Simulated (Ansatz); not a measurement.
## CO on Ir(100): change of the work function: cost of one run

Ansatz 0.2.0; plane-wave DFT, PBE, Ansatz PAW. The cell holds 38 atoms.

input.yaml

```yaml
crystal:
  lattice:
    - [8.1458701194, 0.0, 0.0]
    - [0.0, 8.1458701194, 0.0]
    - [0.0, 0.0, 25.9146726501]
  atoms:
    - { symbol: Ir, position: [0.1666666667, 0.1666666667, 0.3472936016] }
    - { symbol: Ir, position: [0.0, 0.0, 0.4213829033] }
    - { symbol: Ir, position: [0.1666666667, 0.1666666667, 0.4973079251] }
[... 29 atom lines left out ...]
    - { symbol: Ir, position: [0.8333333333, 0.8333333333, 0.3472936016] }
    - { symbol: Ir, position: [0.6666666667, 0.6666666667, 0.4213829033] }
    - { symbol: Ir, position: [0.8333333333, 0.8333333333, 0.4973079251] }
    - { symbol: Ir, position: [0.6666666667, 0.6666666667, 0.5689242318] }
    - { symbol: C, position: [0.1666666667, 0.1666666667, 0.6079441119] }
    - { symbol: O, position: [0.1666666667, 0.1666666667, 0.6527063984] }
kpoints:
  mp_grid: { grid: [4, 4, 1] }
hamiltonian:
  xc: pbe
scf:
  occupations: { method: fermi_dirac, width: 0.1 }
  convergence: { dr2_threshold: 1.0e-08 }
efield:
  axis: 3
  dipole_correction: true
  ramp_position: 0.97
  ramp_width: 0.06
relax:
  f_tol: 0.02
  max_steps: 60
  constraints:
    - { sites: [0, 1, 4, 5, 8, 9, 12, 13, 16, 17, 20, 21, 24, 25, 28, 29, 32, 33] }
output:
  bader: true
  write_potential: true
  write_density: true
  volumetric_format: npy
```

Command:

```bash
$ ansatz run input.yaml --threads 4 --pin off --max-ram 12288MiB --backend cpu --events-out ev --progress --plain --runs-dir out
```

The cutoff in use is 420 eV. For reference, a run of the same kind (4 atoms, 21 k-points, 41 bands and 3,491 plane waves; 39 SCF cycles) took 21 s and 0.49 GiB on the same hardware.

**Question.** How long does this run take on 4 threads of Arm Neoverse V1, shared host, and how much memory does it need?

A cutoff of 420 eV is a sphere of radius 10.5 Å⁻¹, so a cell of 1720 Å³ holds about V·G³/6π² = 33,606 plane waves. At two electrons a band, the 622 electrons need 311 bands, and 63 more are carried. Symmetry cuts the 4×4×1 mesh from 16 to 6 points. The run has 6 k-points, 374 bands and 33,663 plane waves. Taking the work of a cycle as k-points × spins × bands × plane waves, that is 25 times the reference, or 8.9 min at the reference's 39 cycles. The run needed 51 SCF cycles over 6 ionic steps, which makes it about 12 min. One copy of the wavefunctions takes 1.1 GiB at 16 bytes a coefficient, against 0.045 GiB in the reference; grids, projectors and work arrays come on top. Measured: about 19 min, with a peak of 9.2 GiB. The run took longer than the estimate, which leaves out the steps that grow as the square of the band count.

[Logs are printed without paths, hosts, clocks, repeated set-up lines and the standing remarks that a program may print on its own settings, such as how far it seeks lower states.]

[Hosts, paths, dates, database ids (printed as entryN), source tags and the programs' standing remarks are cut or masked in the printed files.]

[Maps of the electrostatic potential energy from Ansatz leave out the sawtooth potential of an applied field or a dipole correction, so their vacuum need not be flat; planar profiles and work functions include it.]
